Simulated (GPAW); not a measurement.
**2H-TaSeTe monolayer: work function by functional and basis**

Aim: the work function of both faces of 2H-TaSeTe monolayer, and its spread over functionals and bases.

Calculated with GPAW 26.7.0; GPAW, PAW setups; layer in a repeated cell with vacuum, relaxation of atoms and in-plane cell, in the first sound run; inputs show where later runs differ.

### 1. Set-up

The cell holds 3 atoms: 1 Te, 1 Ta and 1 Se. Cell: a = 3.722 Å, b = 3.722 Å, c = 21.707 Å, α = 90.0°, β = 90.0°, γ = 120.0°. Vacuum lies along c.

### 2. Relaxation

The atoms are relaxed first, since the surface dipole, and with it the work function, follows the positions of the outer layers.

Input file run.py:

```python
import json
import numpy as np
from ase import Atoms
from ase.filters import FrechetCellFilter
from ase.optimize import BFGS
from gpaw import GPAW, PW

slab = Atoms(
    ['Te', 'Ta', 'Se'],
    positions=[
        [-0.00000, 2.14905, 9.00000],
        [0.00000, 0.00000, 10.99161],
        [-0.00000, 2.14905, 12.70744]],
    cell=[[3.72226, 0.0, 0.0], [-1.86113, 3.22357, 0.0], [0.0, 0.0, 21.7074]],
    pbc=[True, True, True])

slab.calc = GPAW(mode=PW(600), xc='PBE', kpts={'size': (9, 9, 1), 'gamma': True},
                 occupations={'name': 'fermi-dirac', 'width': 0.05}, nbands='160%',
                 convergence={'density': 1e-05}, maxiter=200,
                 symmetry={'tolerance': 1e-3}, txt='slab.txt')
result = {}
# The in-plane cell is free; stress needs a cell that repeats along all three vectors
path = []
opt = BFGS(FrechetCellFilter(slab, mask=[1, 1, 0, 0, 0, 1]), maxstep=0.2)
opt.attach(lambda: path.append((slab.get_potential_energy(), slab.positions.tolist(), slab.get_forces().tolist())))
result['relaxed'] = bool(opt.run(fmax=0.02, steps=45))
result['path'] = path
result['cell'] = slab.cell.tolist()
print('in-plane lattice', slab.cell.cellpar().round(4)[[0, 1, 5]])
energy = slab.get_potential_energy()
fermi = slab.calc.get_fermi_level()
v = slab.calc.get_electrostatic_potential().mean((0, 1)) - fermi
n = slab.calc.get_pseudo_density().mean((0, 1))
L = slab.cell[2, 2]
z = np.arange(len(v)) * L / len(v)
low, high = slab.positions[:, 2].min(), slab.positions[:, 2].max()
below, above = np.interp([low - 6.8, high + 6.8], z, v)
slopes = [np.interp(x, z, np.gradient(v, z)) for x in (low - 6.8, high + 6.8)]
eps = np.array([[slab.calc.get_eigenvalues(k, s) for k in range(len(slab.calc.get_ibz_k_points()))]
                for s in range(slab.calc.get_number_of_spins())]) - fermi
top, bottom = eps[eps < 0].max(), eps[eps > 0].min()
dipole = slab.get_dipole_moment()[2]
print(f'energy {energy:.4f} eV, Fermi level {fermi:.4f} eV, dipole {dipole:.5f} e A')
print(f'potential 6.8 A off the faces, from the Fermi level: lower {below:.4f} eV, upper {above:.4f} eV')
print(f'slope of the potential there: lower {slopes[0]:.5f}, upper {slopes[1]:.5f} eV/A')
print(f'nearest levels on the mesh: {top:.4f} and {bottom:.4f} eV')
print('magnetic moment', round(slab.get_magnetic_moment(), 3))
result.update(energy=energy, fermi=fermi, dipole=dipole, below=below, above=above, slopes=slopes, edges=[top, bottom],
              z=z.tolist(), v=v.tolist(), n=n.tolist(), positions=slab.positions.tolist(),
              forces=slab.get_forces(apply_constraint=False).tolist(), moments=slab.get_magnetic_moments().tolist())
json.dump(result, open('result.json', 'w'))
```

On the command line:

```bash
> OMP_NUM_THREADS=1 OPENBLAS_NUM_THREADS=1 python run.py
```

The program printed:

```text
Step          Energy          fmax
BFGS:    0      -17.902324        1.784917
BFGS:    1      -18.033668        1.458698
BFGS:    2      -18.253047        0.543997
BFGS:    3      -18.268988        0.099332
BFGS:    4      -18.269534        0.046398
BFGS:    5      -18.269646        0.046094
BFGS:    6      -18.269824        0.044466
BFGS:    7      -18.269901        0.037922
BFGS:    8      -18.269955        0.027039
BFGS:    9      -18.269973        0.011190
in-plane lattice [  3.5877   3.5877 120.    ]
energy -18.2553 eV, Fermi level -1.2543 eV, dipole -0.02037 e A
potential 6.8 A off the faces, from the Fermi level: lower 5.0040 eV, upper 5.0734 eV
slope of the potential there: lower -0.01501, upper -0.01511 eV/A
nearest levels on the mesh: -0.0013 and 0.0050 eV
magnetic moment 0.0
```

The job ended after 3.7 min (1 thread of AMD EPYC 9R14 (Zen 4), shared host; peak memory 0.37 GiB).

This step gave:

| Property | Result |
| --- | --- |
| dipole along the normal | -0.02037 e·Å |
| levels nearest the Fermi level on the mesh | -0.001251, 0.005034 eV from the Fermi level |

The electrostatic potential energy of an electron (without an applied field's), less the Fermi level, planar mean by z:

| z (Å) | electrostatic potential energy of an electron (without an applied field's), less the Fermi level, planar mean (eV) |
| --- | --- |
| 0 | 5.04 |
| 1 | 5.02 |
| 2 | 5.01 |
| 3 | 4.99 |
| 4 | 4.98 |
| 5 | 4.96 |
| 6 | 4.94 |
| 7 | 4.76 |
| 8 | 2.01 |
| 9 | -19.0 |
| 10 | -3.67 |
| 11 | -17.5 |
| 12 | -6.18 |
| 13 | -7.04 |
| 14 | 4.49 |
| 15 | 5.11 |
| 16 | 5.12 |
| 17 | 5.11 |
| 18 | 5.09 |
| 19 | 5.08 |
| 20 | 5.06 |
| 21 | 5.05 |

The pseudo valence density, planar mean oscillates, so the rows of the table below give means over windows of 1 Å about each position, cut where the curve ends. Its maxima inside the range that stand out by 2 % of the span (Å: e/Å³): 8.5: 0.284, 9.7: 0.359, 10.9: 1.03, 13.0: 0.330. Its minima: 9.0: 0.109, 10.1: 0.326, 12.7: 0.207.

The pseudo valence density, planar mean by z; means over each step:

| z (Å) | pseudo valence density, planar mean (e/Å³) |
| --- | --- |
| 5 | 3.9e-5 |
| 6 | 6.5e-4 |
| 7 | 0.0109 |
| 8 | 0.133 |
| 9 | 0.209 |
| 10 | 0.363 |
| 11 | 0.816 |
| 12 | 0.407 |
| 13 | 0.251 |
| 14 | 0.0491 |
| 15 | 0.00245 |
| 16 | 1.2e-4 |
| 17 | 5.8e-6 |

The relaxation lowered the energy of the cell by 0.369 eV (energies extrapolated to zero smearing; the optimiser's log prints free energies). The largest force left on a free atom is 0.011 eV/Å.

### 3. The slab's potential

The work function is the vacuum plateau of the electrostatic potential less the Fermi level; a dipole layer lets the two faces have plateaus of their own.

This step: GPAW, PAW setups; slab in vacuum (GPAW 26.7.0).

The cell differs from the one that the last finished run ended in (c 21.707 → 21.495 Å).

run.py: that of step 2 with these lines changed.

```diff
@@ -3,4 +3,2 @@
 from ase import Atoms
-from ase.filters import FrechetCellFilter
-from ase.optimize import BFGS
 from gpaw import GPAW, PW
@@ -10,21 +8,14 @@
     positions=[
-        [-0.00000, 2.14905, 9.00000],
-        [0.00000, 0.00000, 10.99161],
-        [-0.00000, 2.14905, 12.70744]],
-    cell=[[3.72226, 0.0, 0.0], [-1.86113, 3.22357, 0.0], [0.0, 0.0, 21.7074]],
-    pbc=[True, True, True])
+        [-0.00000, 2.07135, 9.00000],
+        [0.00000, 0.00000, 10.90486],
+        [-0.00000, 2.07135, 12.49525]],
+    cell=[[3.58768, -0.0, 0.0], [-1.79384, 3.10702, 0.0], [0.0, 0.0, 21.4952]],
+    pbc=[True, True, False])
 
-slab.calc = GPAW(mode=PW(600), xc='PBE', kpts={'size': (9, 9, 1), 'gamma': True},
+slab.calc = GPAW(mode=PW(400), xc='PBE', kpts={'size': (9, 9, 1), 'gamma': True},
                  occupations={'name': 'fermi-dirac', 'width': 0.05}, nbands='160%',
                  convergence={'density': 1e-05}, maxiter=200,
+                 poissonsolver={'dipolelayer': 'xy'},
                  symmetry={'tolerance': 1e-3}, txt='slab.txt')
 result = {}
-# The in-plane cell is free; stress needs a cell that repeats along all three vectors
-path = []
-opt = BFGS(FrechetCellFilter(slab, mask=[1, 1, 0, 0, 0, 1]), maxstep=0.2)
-opt.attach(lambda: path.append((slab.get_potential_energy(), slab.positions.tolist(), slab.get_forces().tolist())))
-result['relaxed'] = bool(opt.run(fmax=0.02, steps=45))
-result['path'] = path
-result['cell'] = slab.cell.tolist()
-print('in-plane lattice', slab.cell.cellpar().round(4)[[0, 1, 5]])
 energy = slab.get_potential_energy()
```

The program printed:

```text
energy -18.2258 eV, Fermi level -1.2180 eV, dipole -0.01500 e A
potential 6.8 A off the faces, from the Fermi level: lower 4.9208 eV, upper 5.1604 eV
slope of the potential there: lower 0.00004, upper -0.00004 eV/A
nearest levels on the mesh: -0.0015 and 0.0050 eV
magnetic moment 0.0
```

The job ended after 16 s (1 thread; peak memory 0.21 GiB).

Numbers from this step:

* dipole along the normal: -0.01500 e·Å
* levels nearest the Fermi level on the mesh: -0.001453, 0.004992 eV from the Fermi level
* upper work function: 5.160 eV
* lower work function: 4.921 eV

The electrostatic potential energy of an electron (without an applied field's), less the Fermi level, planar mean by z:

z (Å), electrostatic potential energy of an electron (without an applied field's), less the Fermi level, planar mean (eV) and a bar from the least value:
```
        0        5.0 ##############################
        1        4.9 ##############################
        2        4.9 ##############################
        3        4.9 ##############################
        4        4.9 ##############################
        5        4.9 ##############################
        6        4.9 ##############################
        7        4.7 #############################
        8        1.1 #########################
        9      -19.6 
       10       -3.7 ###################
       11      -17.1 ###
       12       -7.5 ###############
       13       -4.3 ###################
       14        4.7 #############################
       15        5.1 ##############################
       16        5.2 ##############################
       17        5.2 ##############################
       18        5.2 ##############################
       19        5.2 ##############################
       20        5.2 ##############################
       21        5.2 ##############################
```

The pseudo valence density, planar mean oscillates, so the rows of the table below give means over windows of 1 Å about each position, cut where the curve ends. Its maxima inside the range that stand out by 2 % of the span (Å: e/Å³): 8.4: 0.279, 9.7: 0.355, 11.0: 1.04, 12.9: 0.333. Its minima: 9.0: 0.106, 9.9: 0.330, 12.5: 0.201.

Pseudo valence density, planar mean against z; means over each step:

z (Å), pseudo valence density, planar mean (e/Å³) and a bar:
```
        5       0.00 
        6       0.00 
        7       0.01 #
        8       0.16 ######
        9       0.21 ########
       10       0.39 ##############
       11       0.81 ##############################
       12       0.38 ##############
       13       0.24 #########
       14       0.04 #
       15       0.00 
       16       0.00
```

The potential is flat to 4.4e-5 eV/Å where it is read, so the vacuum is wide enough.

### 4. Self-consistent run: xc = "vdW-DF2"

The same geometry under vdW-DF2, to see how far the functional moves the levels against the vacuum (the van der Waals functionals take revPBE setups).

run.py: that of step 3 with these lines changed.

```diff
@@ -14,3 +14,3 @@
 
-slab.calc = GPAW(mode=PW(400), xc='PBE', kpts={'size': (9, 9, 1), 'gamma': True},
+slab.calc = GPAW(mode=PW(400), xc='vdW-DF2', kpts={'size': (9, 9, 1), 'gamma': True},
                  occupations={'name': 'fermi-dirac', 'width': 0.05}, nbands='160%',
```

The program printed:

```text
energy -333.8624 eV, Fermi level -1.3858 eV, dipole -0.01544 e A
potential 6.8 A off the faces, from the Fermi level: lower 5.2143 eV, upper 5.4611 eV
slope of the potential there: lower 0.00002, upper -0.00003 eV/A
nearest levels on the mesh: -0.0220 and 0.0129 eV
magnetic moment 0.0
```

It took 25 s on 1 thread; peak memory 0.37 GiB.

This step gave:

```yaml
dipole_along_the_normal: -0.01544 e·Å
levels_nearest_the_fermi_level_on_the_mesh: -0.02203, 0.01293 eV from the Fermi level
upper_work_function: 5.461 eV
lower_work_function: 5.214 eV
```

Table of electrostatic potential energy of an electron (without an applied field's), less the Fermi level, planar mean by z:

| z (Å) | electrostatic potential energy of an electron (without an applied field's), less the Fermi level, planar mean (eV) |
| --- | --- |
| 0 | 5.34 |
| 1 | 5.21 |
| 2 | 5.21 |
| 3 | 5.21 |
| 4 | 5.21 |
| 5 | 5.21 |
| 6 | 5.19 |
| 7 | 4.92 |
| 8 | 1.10 |
| 9 | -19.8 |
| 10 | -3.96 |
| 11 | -17.3 |
| 12 | -7.69 |
| 13 | -4.30 |
| 14 | 4.88 |
| 15 | 5.43 |
| 16 | 5.46 |
| 17 | 5.46 |
| 18 | 5.46 |
| 19 | 5.46 |
| 20 | 5.46 |
| 21 | 5.46 |

The pseudo valence density, planar mean oscillates, so the rows of the table below give means over windows of 1 Å about each position, cut where the curve ends. Its maxima inside the range that stand out by 2 % of the span (Å: e/Å³): 8.4: 0.278, 9.7: 0.354, 11.0: 1.04, 12.9: 0.333. Its minima: 9.0: 0.106, 9.9: 0.329, 12.5: 0.201.

The pseudo valence density, planar mean by z; means over each step:

| z (Å) | pseudo valence density, planar mean (e/Å³) |
| --- | --- |
| 5 | 7.6e-5 |
| 6 | 0.00110 |
| 7 | 0.0155 |
| 8 | 0.157 |
| 9 | 0.213 |
| 10 | 0.388 |
| 11 | 0.807 |
| 12 | 0.380 |
| 13 | 0.240 |
| 14 | 0.0386 |
| 15 | 0.00219 |
| 16 | 1.2e-4 |
| 17 | 9.5e-6 |

Force by atom:

| atom | x (eV/Å) | y (eV/Å) | z (eV/Å) | size |
| --- | --- | --- | --- | --- |
| Te1 | 0.000 | 0.000 | -0.817 | 0.817 |
| Ta2 | 0.000 | 0.000 | 0.036 | 0.036 |
| Se3 | 0.000 | 0.000 | 0.781 | 0.781 |

The upper face's work function is 5.461 eV, against 5.160 eV in the first plane-wave PBE run at this geometry.

### 5. Self-consistent run: xc = "revPBE"

The same geometry under revPBE, to see how far the functional moves the levels against the vacuum.

run.py: that of step 4 with these lines changed.

```diff
@@ -14,3 +14,3 @@
 
-slab.calc = GPAW(mode=PW(400), xc='vdW-DF2', kpts={'size': (9, 9, 1), 'gamma': True},
+slab.calc = GPAW(mode=PW(400), xc='revPBE', kpts={'size': (9, 9, 1), 'gamma': True},
                  occupations={'name': 'fermi-dirac', 'width': 0.05}, nbands='160%',
```

The program printed:

```text
energy -17.2893 eV, Fermi level -1.1235 eV, dipole -0.01560 e A
potential 6.8 A off the faces, from the Fermi level: lower 4.8135 eV, upper 5.0630 eV
slope of the potential there: lower 0.00004, upper -0.00004 eV/A
nearest levels on the mesh: -0.0715 and 0.0010 eV
magnetic moment 0.0
```

The job ended after 16 s (1 thread; peak memory 0.21 GiB).

This step gave:

```
dipole along the normal                    : -0.01560 e·Å
levels nearest the Fermi level on the mesh : -0.07154, 9.92e-4 eV from the Fermi level
upper work function                        : 5.063 eV
lower work function                        : 4.813 eV
```

Table of electrostatic potential energy of an electron (without an applied field's), less the Fermi level, planar mean by z:

| z (Å) | electrostatic potential energy of an electron (without an applied field's), less the Fermi level, planar mean (eV) |
| --- | --- |
| 0 | 4.94 |
| 1 | 4.81 |
| 2 | 4.81 |
| 3 | 4.81 |
| 4 | 4.81 |
| 5 | 4.81 |
| 6 | 4.80 |
| 7 | 4.58 |
| 8 | 0.986 |
| 9 | -19.7 |
| 10 | -3.77 |
| 11 | -17.1 |
| 12 | -7.60 |
| 13 | -4.37 |
| 14 | 4.58 |
| 15 | 5.04 |
| 16 | 5.06 |
| 17 | 5.06 |
| 18 | 5.06 |
| 19 | 5.06 |
| 20 | 5.06 |
| 21 | 5.06 |

The upper face's work function is 5.063 eV, against 5.160 eV in the first plane-wave PBE run at this geometry.

### 6. Self-consistent run: xc = "LDA"

The same geometry under LDA, to see how far the functional moves the levels against the vacuum.

run.py: that of step 5 with these lines changed.

```diff
@@ -14,3 +14,3 @@
 
-slab.calc = GPAW(mode=PW(400), xc='revPBE', kpts={'size': (9, 9, 1), 'gamma': True},
+slab.calc = GPAW(mode=PW(400), xc='LDA', kpts={'size': (9, 9, 1), 'gamma': True},
                  occupations={'name': 'fermi-dirac', 'width': 0.05}, nbands='160%',
```

The program printed:

```text
energy -20.4346 eV, Fermi level -1.5123 eV, dipole -0.01357 e A
potential 6.8 A off the faces, from the Fermi level: lower 5.2107 eV, upper 5.4271 eV
slope of the potential there: lower 0.00004, upper -0.00004 eV/A
nearest levels on the mesh: -0.0091 and 0.0161 eV
magnetic moment 0.0
```

Wall time 16 s (1 thread); peak memory 0.2 GiB.

Numbers from this step:

* dipole along the normal: -0.01357 e·Å
* levels nearest the Fermi level on the mesh: -0.009062, 0.01610 eV from the Fermi level
* upper work function: 5.427 eV
* lower work function: 5.211 eV

Electrostatic potential energy of an electron (without an applied field's), less the Fermi level, planar mean against z:

| z (Å) | electrostatic potential energy of an electron (without an applied field's), less the Fermi level, planar mean (eV) |
| --- | --- |
| 0.0 | 5.32 |
| 0.5 | 5.21 |
| 1.0 | 5.21 |
| 1.5 | 5.21 |
| 2.0 | 5.21 |
| 2.5 | 5.21 |
| 3.0 | 5.21 |
| 3.5 | 5.21 |
| 4.0 | 5.21 |
| 4.5 | 5.21 |
| 5.0 | 5.21 |
| 5.5 | 5.21 |
| 6.0 | 5.20 |
| 6.5 | 5.16 |
| 7.0 | 4.98 |
| 7.5 | 4.26 |
| 8.0 | 1.38 |
| 8.5 | -8.14 |
| 9.0 | -19.3 |
| 9.5 | -9.08 |
| 10.0 | -3.34 |
| 10.5 | -11.0 |
| 11.0 | -16.7 |
| 11.5 | -7.47 |
| 12.0 | -7.17 |
| 12.5 | -16.3 |
| 13.0 | -4.00 |
| 13.5 | 3.16 |
| 14.0 | 4.94 |
| 14.5 | 5.32 |
| 15.0 | 5.41 |
| 15.5 | 5.42 |
| 16.0 | 5.43 |
| 16.5 | 5.43 |
| 17.0 | 5.43 |
| 17.5 | 5.43 |
| 18.0 | 5.43 |
| 18.5 | 5.43 |
| 19.0 | 5.43 |
| 19.5 | 5.43 |
| 20.0 | 5.43 |
| 20.5 | 5.43 |
| 21.0 | 5.43 |

The upper face's work function is 5.427 eV, against 5.160 eV in the first plane-wave PBE run at this geometry.

### 7. OptPBE vdW: xc = "optPBE-vdW"

The same geometry under optPBE-vdW, to see how far the functional moves the levels against the vacuum (the van der Waals functionals take revPBE setups).

run.py: that of step 6 with these lines changed.

```diff
@@ -14,3 +14,3 @@
 
-slab.calc = GPAW(mode=PW(400), xc='LDA', kpts={'size': (9, 9, 1), 'gamma': True},
+slab.calc = GPAW(mode=PW(400), xc='optPBE-vdW', kpts={'size': (9, 9, 1), 'gamma': True},
                  occupations={'name': 'fermi-dirac', 'width': 0.05}, nbands='160%',
```

The program printed:

```text
energy -61.9270 eV, Fermi level -1.3612 eV, dipole -0.01541 e A
potential 6.8 A off the faces, from the Fermi level: lower 5.1175 eV, upper 5.3638 eV
slope of the potential there: lower 0.00004, upper -0.00004 eV/A
nearest levels on the mesh: -0.0091 and 0.0072 eV
magnetic moment 0.0
```

It took 25 s on 1 thread; peak memory 0.38 GiB.

Numbers from this step:

| Quantity | Value |
| --- | --- |
| dipole along the normal | -0.01541 e·Å |
| levels nearest the Fermi level on the mesh | -0.009136, 0.007175 eV from the Fermi level |
| upper work function | 5.364 eV |
| lower work function | 5.118 eV |

Table of electrostatic potential energy of an electron (without an applied field's), less the Fermi level, planar mean by z:

| z (Å) | electrostatic potential energy of an electron (without an applied field's), less the Fermi level, planar mean (eV) |
| --- | --- |
| 0 | 5.24 |
| 1 | 5.12 |
| 2 | 5.12 |
| 3 | 5.12 |
| 4 | 5.12 |
| 5 | 5.12 |
| 6 | 5.10 |
| 7 | 4.85 |
| 8 | 1.13 |
| 9 | -19.6 |
| 10 | -3.73 |
| 11 | -17.1 |
| 12 | -7.52 |
| 13 | -4.24 |
| 14 | 4.82 |
| 15 | 5.33 |
| 16 | 5.36 |
| 17 | 5.36 |
| 18 | 5.36 |
| 19 | 5.36 |
| 20 | 5.36 |
| 21 | 5.36 |

The upper face's work function is 5.364 eV, against 5.160 eV in the first plane-wave PBE run at this geometry.

### 8. Self-consistent run: xc = "RPBE"

The same geometry under RPBE, to see how far the functional moves the levels against the vacuum.

run.py: that of step 7 with these lines changed.

```diff
@@ -14,3 +14,3 @@
 
-slab.calc = GPAW(mode=PW(400), xc='optPBE-vdW', kpts={'size': (9, 9, 1), 'gamma': True},
+slab.calc = GPAW(mode=PW(400), xc='RPBE', kpts={'size': (9, 9, 1), 'gamma': True},
                  occupations={'name': 'fermi-dirac', 'width': 0.05}, nbands='160%',
```

The program printed:

```text
energy -17.1279 eV, Fermi level -1.1117 eV, dipole -0.01598 e A
potential 6.8 A off the faces, from the Fermi level: lower 4.8063 eV, upper 5.0620 eV
slope of the potential there: lower 0.00004, upper -0.00004 eV/A
nearest levels on the mesh: -0.0713 and 0.0019 eV
magnetic moment 0.0
```

Elapsed: 16 s, on 1 thread; peak memory 0.21 GiB.

This step gave:

- dipole along the normal: -0.01598 e·Å
- levels nearest the Fermi level on the mesh: -0.07131, 0.001886 eV from the Fermi level
- upper work function: 5.062 eV
- lower work function: 4.806 eV

The upper face's work function is 5.062 eV, against 5.160 eV in the first plane-wave PBE run at this geometry.

(Part 1 of 2 ends here.)

[Logs are printed without paths, hosts, clocks, repeated set-up lines and the standing remarks that a program may print on its own settings, such as how far it seeks lower states.]

[Hosts, paths, dates, database ids (printed as entryN), source tags and the programs' standing remarks are cut or masked in the printed files.]
